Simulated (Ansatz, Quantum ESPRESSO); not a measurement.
# BP (F-43m): from the cell to the phonon bands, part 5 of 5

How does BP (F-43m) vibrate, and is this structure a minimum?

Quantum ESPRESSO 7.5; DFT LDA, scalar-relativistic, plane waves, PseudoDojo norm-conserving pseudopotentials.

So far. Step 12 (The LO-TO splitting (1 0 0)): The field moves one mode, from 821 to 829 cm⁻¹; the others stay. Step 15 (The two compared: QE PseudoDojo and Ansatz, PseudoDojo): At the solved wavevectors the largest difference (acoustic modes at Γ apart) is 0.001 % of the highest mode.

### 16. A second program

The same cell goes through another code, with its own cutoff. It uses its own PAW datasets, so the potentials differ. Its k mesh is centred on Γ.

This step: DFT LDA, scalar-relativistic, plane waves, PAW (Ansatz 0.2.0).

Input file input.yaml:

```yaml
crystal:
  lattice:
    - [-2.243406875, 0.0, 2.243406875]
    - [0.0, 2.243406875, 2.243406875]
    - [-2.243406875, 2.243406875, 0.0]
  atoms:
    - { symbol: B, position: [0.0, 0.0, 0.0] }
    - { symbol: P, position: [0.25, 0.25, 0.25] }
kpoints:
  mp_grid: { grid: [12, 12, 12] }
hamiltonian:
  xc: lda
scf:
  occupations: { method: fixed }
output:
  eigenvalues: true
phonons:
  method: dfpt
  dielectric: true
  rigid_motions: translations
  qmesh: [4, 4, 4]
  temperatures: { t_max: 1000, t_step: 50 }
  qpath:
    path:
      - [[0.0, 0.0, 0.0], [0.0, 0.5, 0.5], [0.0, 0.625, 0.375]]
      - [[-0.375, 0.375, 0.0], [0.0, 0.0, 0.0], [0.0, 0.5, 0.0], [-0.25, 0.5, 0.25], [0.0, 0.5, 0.5]]
    npoints: 12
```

Command:

```console
$ ansatz run input.yaml --threads 8 --pin off --max-ram 16384MiB --backend cpu --events-out ev --progress --plain --runs-dir out
```

Numbers of over 12 decimals in the logs are rounded to 6 here.

Log:

```text
[...]
Crystal: 2 atoms, lattice volume = 22.582 Å³
Basis set: ecut = 420 eV, 459 PW (Γ), exchange–correlation on 48×48×48 points (8 copies of the dense FFT grid, shifted against one another)
Bands: 8, of which v1, the nominal top of the filled ones, is band 4 counted from 1 (3 counted from 0)
Symmetry: 24 space group operations
k-points: 280 of 1728 (irreducible under 4 space group operations, time reversal used)
[...]
SCF iter   1: F=—  HF=-876.638992 eV  |F-HF|=—  |Δ(HF+E_count)|=         —  Δρ=5.38e-3  dr2=5.05e-3  ethr=1.77e-3  ⟨swp⟩=5.1  Hψ=16467  notcnv=0  defer=544
[...]
SCF iter   8: F=-876.637882 eV  HF=-876.637882 eV  |F-HF|=7.84e-12  |Δ(HF+E_count)|=  3.16e-11  Δρ=1.95e-7  dr2=9.79e-12  ethr=1.25e-12  ⟨swp⟩=10.4  Hψ=15889  notcnv=0
SCF 1 converged in 8 iterations: F = -876.637882 eV  dr2 = 9.79e-12
[...]
NSCF: frozen V_eff on 2 k-points
[...]
Bands: 5, of which v1, the nominal top of the filled ones, is band 4 counted from 1 (3 counted from 0)
k-points: 182 of 1728 (irreducible under 6 space group operations, time reversal used)
[...]
Eigensolver: Dense (182 Hₖ)
SCF iter   1: F=—  HF=-876.638599 eV  |F-HF|=—  |Δ(HF+E_count)|=         —  Δρ=1.93e-4  dr2=1.04e-6  ethr=1.00e-1
[...]
SCF iter   3: F=-876.638600 eV  HF=-876.638600 eV  |F-HF|=2.65e-8  |Δ(HF+E_count)|=   4.35e-7  Δρ=1.11e-5  dr2=3.38e-8  ethr=3.40e-9
SCF 1 converged in 3 iterations: F = -876.638600 eV  dr2 = 3.38e-8
[...]
SCF converged after 8 iterations
Free energy (F): -876.637882 eV
[...]
Internal energy: -876.637882 eV  (E = F + TS)
E sigma→0 (E₀):  -876.637882 eV
Fermi energy:    9.522516 eV
[...]
--- Band table (eV; the first three rows and the last of 280) ---
[...]
ASR residual: 1.192e-4 → 0.000e0 eV/Å²; symmetrization residual: 2.802e-7 eV/Å²
  ASR residual per site (eV/Å²): 1.83e-5 1.19e-4
  Γ frequencies (cm⁻¹): 0.00 0.00 0.00 822.71 822.71 822.71
  ε∞ (high-frequency dielectric tensor):
        9.179119    -0.000000     0.000000
       -0.000000     9.179119     0.000000
        0.000000     0.000000     9.179119
  ε⁰ (static dielectric tensor: ions relaxed, cell fixed):
        9.347768    -0.000000     0.000000
       -0.000000     9.347768    -0.000000
        0.000000    -0.000000     9.347768
  ε⁰ − ε∞ (ionic part):
        0.168649     0.000000     0.000000
        0.000000     0.168649    -0.000000
        0.000000    -0.000000     0.168649
[...]
Born effective charges Z* (e; rows j = field, columns β = displacement):
    site 0:
        -0.64790   -0.00000   -0.00000
         0.00000   -0.64790    0.00000
         0.00000   -0.00000   -0.64790
    site 1:
         0.64790    0.00000    0.00000
        -0.00000    0.64790   -0.00000
        -0.00000    0.00000    0.64790
  Z* charge neutrality: 6.577e-8 e pre-enforcement
[...]
optical modes at Γ without the LO–TO term, one row a degenerate level:
      ω (cm⁻¹)  modes    IR ((D/Å)²/amu)
        822.71      3             3.6257
  optical modes at Γ + LO–TO along q̂ = [1.0000, 0.0000, 0.0000]:
      ω (cm⁻¹)  modes    IR ((D/Å)²/amu)
        822.71      2             2.4171
        830.23      1             1.2086
  optical modes at Γ + LO–TO along q̂ = [0.0000, 1.0000, 0.0000]:
      ω (cm⁻¹)  modes    IR ((D/Å)²/amu)
        822.71      2             2.4171
        830.23      1             1.2086
  optical modes at Γ + LO–TO along q̂ = [0.0000, 0.0000, 1.0000]:
      ω (cm⁻¹)  modes    IR ((D/Å)²/amu)
        822.71      2             2.4171
        830.23      1             1.2086
--- Phonons (arbitrary-q DFPT): 8 irreducible q on the 4×4×4 mesh ---
[...]
interpolated dispersion: 75 rows × 6 modes
[...]
```

Run time: 39 s. Hardware: 8 threads of Intel Xeon at 2.70GHz, shared host; peak memory 1.1 GiB.

This step gave:

```yaml
gap_on_the_k_mesh: 1.142 eV
sum_rule_residual_before_enforcement: 1.19e-4 eV/Å²
miss_of_the_charge_sum_rule: 6.58e-8 e
estimated_error_of_the_dielectric_tensor: 0.02548
estimated_error_of_the_born_charges: 0.005423 e
mean_frequency: 554 cm⁻¹
debye_temperature_second_moment: 1112 K
logarithmic_mean_frequency: 498.6 cm⁻¹
highest_optical_zone_centre_mode_no_lo_to_term: 822.7 cm⁻¹
lowest_optical_zone_centre_mode: 822.7 cm⁻¹
mean_high_frequency_dielectric_constant: 9.179
largest_born_charge_in_size_third_of_the_trace: 0.6479 e
mean_static_dielectric_constant: 9.348
highest_mode_moved_by_the_lo_to_term: 830.2 cm⁻¹
```

Transverse modes. Infrared lines, with heights relative to the strongest:

| position (cm⁻¹) | label | IR intensity ((D/Å)²/amu), degenerate modes summed, relative |
| --- | --- | --- |
| 823 | T2 | 100 |

### 17. Side by side: QE PseudoDojo and Ansatz, PAW

Worked out from the results:

```yaml
root_mean_square_difference: 1.25 cm⁻¹
largest_difference: 2.18 cm⁻¹
root_mean_square_difference_on_the_path: 1.2 cm⁻¹
largest_difference_on_the_path: 2.2 cm⁻¹
```

The 12 of 45 modes that differ most. Frequencies side by side:

```
q (reciprocal lattice)  mode  QE PseudoDojo (cm⁻¹)  Ansatz, PAW (cm⁻¹)
              0 0 -0.5     5                 782.9               784.5
              0 0 -0.5     6                 782.9               784.5
           0 0.25 0.25     4                 766.1               767.5
           0 0.25 -0.5     4                 718.5               720.4
           0 0.25 -0.5     5                 747.2               748.8
          0 0.25 -0.25     4                 730.4                 732
          0 0.25 -0.25     5                 758.7               760.3
           0 -0.5 -0.5     4                 729.9               731.7
           0 -0.5 -0.5     5                 729.9               731.7
           0 -0.5 -0.5     6                 804.4                 806
       0.25 -0.5 -0.25     4                   684               686.1
       0.25 -0.5 -0.25     5                   730               731.7
```

The two runs side by side. Further quantities:

```csv
quantity,QE PseudoDojo,"Ansatz, PAW"
mean ε∞,9.159,9.179
"largest Born charge in size (e; the first before, the second after the charge sum rule)",0.646,0.648
```

The interpolated bands of the two lie on top of each other.

At the solved wavevectors the largest difference (acoustic modes at Γ apart) is 0.3 % of the highest mode.

### 18. Outcome

```json
{
 "space group after relaxation": "F-43m",
 "volume per atom": "11.3 Å³",
 "gap on the k-mesh": "1.16 eV",
 "highest optical zone-centre mode (no LO-TO term)": "821.4 cm⁻¹",
 "highest mode moved by the LO-TO term": "828.8 cm⁻¹",
 "mean high-frequency dielectric constant": "9.16",
 "largest Born charge in size (third of the trace)": "0.646 e",
 "mean static dielectric constant": "9.33",
 "q mesh": "4×4×4",
 "lowest mode on the q mesh (acoustic ones at the zone centre apart)": "179.0 cm⁻¹",
 "zero-point energy per atom": "102.8 meV",
 "heat capacity at 300 K": "14.5 J/(mol atoms K)",
 "vibrational entropy at 300 K": "9.87 J/(mol atoms K)",
 "imaginary modes on the q mesh": "none",
 "largest difference from Ansatz, PseudoDojo": "0.01 cm⁻¹"
}
```

What this shows: BP (F-43m) is dynamically stable on the 4×4×4 mesh; its spectrum reaches 829 cm⁻¹. At the LDA level the optical modes of BP (F-43m) at the zone centre (no LO-TO term) lie at 821 cm⁻¹. Along the directions run, the highest mode that the macroscopic field moves lies at 829 cm⁻¹. Lattice motion raises the mean dielectric constant from 9.159 to 9.326. The Lyddane-Sachs-Teller relation holds: (ωLO/ωTO)² is 1.02 and ε₀/ε∞ is 1.02. QE PseudoDojo and Ansatz, PseudoDojo agree to 0.01 cm⁻¹ (0.001 % of the highest mode compared) on all solved modes but the acoustic ones at Γ, without the LO-TO term. QE PseudoDojo and Ansatz, PAW differ by 1.2 cm⁻¹ in the root mean square and by 2.2 cm⁻¹ at most, 0.3 % of the highest mode compared (acoustic modes at Γ left out; ph.x's values are those before the sum rule). These are harmonic frequencies at zero temperature: anharmonic shifts and linewidths and thermal expansion are left out.

Calculation against experiment:

```
                                      quantity  measured  LDA PseudoDojo norm-conserving, Quantum ESPRESSO  LDA PseudoDojo norm-conserving           LDA
                        lattice constant a (Å)    4.5383                                    4.487 (-1.1 %)                               -             -
Raman mode, TO at Gamma (T2), ambient … (cm⁻¹)       794                                      821 (+3.5 %)                    821 (+3.5 %)  823 (+3.6 %)
```

Measured values from arxiv:1906.04101 (2019) and arxiv:1505.05714 (2015).

**Verdict.** The lattice constant a is off by -1.1 %: fair agreement. The Raman mode is off by +3.5 % at LDA PseudoDojo norm-conserving, Quantum ESPRESSO: fair agreement. The grades are ours: good and fair within 0.7 and 1.5 % for the lattice constant a and 3 and 7 % for the Raman mode. For lattice constants and Raman mode the calculation has a static lattice, without zero-point motion or thermal expansion (measured at up to 300 K).

[Host names and launcher messages were left out of these logs when they were recorded.]

[Logs are printed without paths, hosts, clocks, repeated set-up lines and the standing remarks that a program may print on its own settings, such as how far it seeks lower states.]

[Hosts, paths, dates, database ids (printed as entryN), source tags and the programs' standing remarks are cut or masked in the printed files.]
